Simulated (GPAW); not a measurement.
## AlN (F-43m): refractive index against wavelength

The refractive index of AlN (F-43m) below the direct gap (4.11 eV on the mesh) is read from one computed spectrum, n = √(Re ε).

Cell: a, b, c = 3.089, 3.089, 3.089 Å (primitive vectors), 2 atoms.

Method: GPAW 26.7.0, PBE, RPA, k-mesh 14×14×14, local fields up to 50 eV, Lorentzian half width 0.15 eV.

Launch of the response step: `OMP_NUM_THREADS=1 python df.py`. The run took 21 s, its band step included, on 1 thread of Intel(R) Xeon(R) Platinum 8375C CPU @ 2.90GHz (Ice Lake), on a shared host.

```
wavelength (nm)  photon energy E (eV)       n
           1310                 0.946  2.1138
           1064                 1.165  2.1199
            850                 1.459       ?
            700                 1.771  2.1443
            633                 1.959  2.1543
            532                 2.331  2.1786
            450                 2.755  2.2148
```

In the single-oscillator model n² − 1 = E₀E_d/(E₀² − E²), so 1/(n² − 1) = E₀/E_d − E²/(E₀E_d) is linear in E².

Working, on the rows shown:

| x = E² (eV²) | y = 1/(n² − 1) |
| --- | --- |
| 0.895757 | 0.288338 |
| 1.35784 | 0.286207 |
| 3.13716 | 0.27793 |
| 3.83641 | 0.274649 |
| 5.43137 | 0.26693 |
| 7.59115 | 0.25606 |

Means: x̄ = 3.7083, ȳ = 0.27502. Σ(x − x̄)(y − ȳ) = -0.153, Σ(x − x̄)² = 31.82. Slope = -0.153 / 31.82 = -0.004808; intercept = ȳ − slope · x̄ = 0.29285. Turned back into n, the line misses the rows shown by at most 0.00099.

Q: What does the fit predict for the withheld row, and how well does it do?

A: At x = 2.1276 the line gives y = 0.28262, that is 2.1303. The run gave 2.1302, so the interpolation is off by 0.00013, 0.1 % of the range in the table.

Refitted with all rows, the slope is -0.00481 and the intercept 0.29286. These give E₀ = √(intercept/−slope) = 7.80 eV and E_d = E₀/intercept = 26.6 eV; E₀ is 1.9 times the direct gap. The electronic limit at long wavelengths, without lattice vibrations, is n = √(1 + 1/intercept) = 2.101. Excitons are left out; PBE gaps are as a rule too small. The values come from a sum over the points of one k-mesh and carry its error, which grows as the direct gap shrinks. The local-field cutoff holds few shells of reciprocal vectors for this small cell, so ε∞ can read a few per cent high.

[Logs are printed without paths, hosts, clocks, repeated set-up lines and the standing remarks that a program may print on its own settings, such as how far it seeks lower states.]
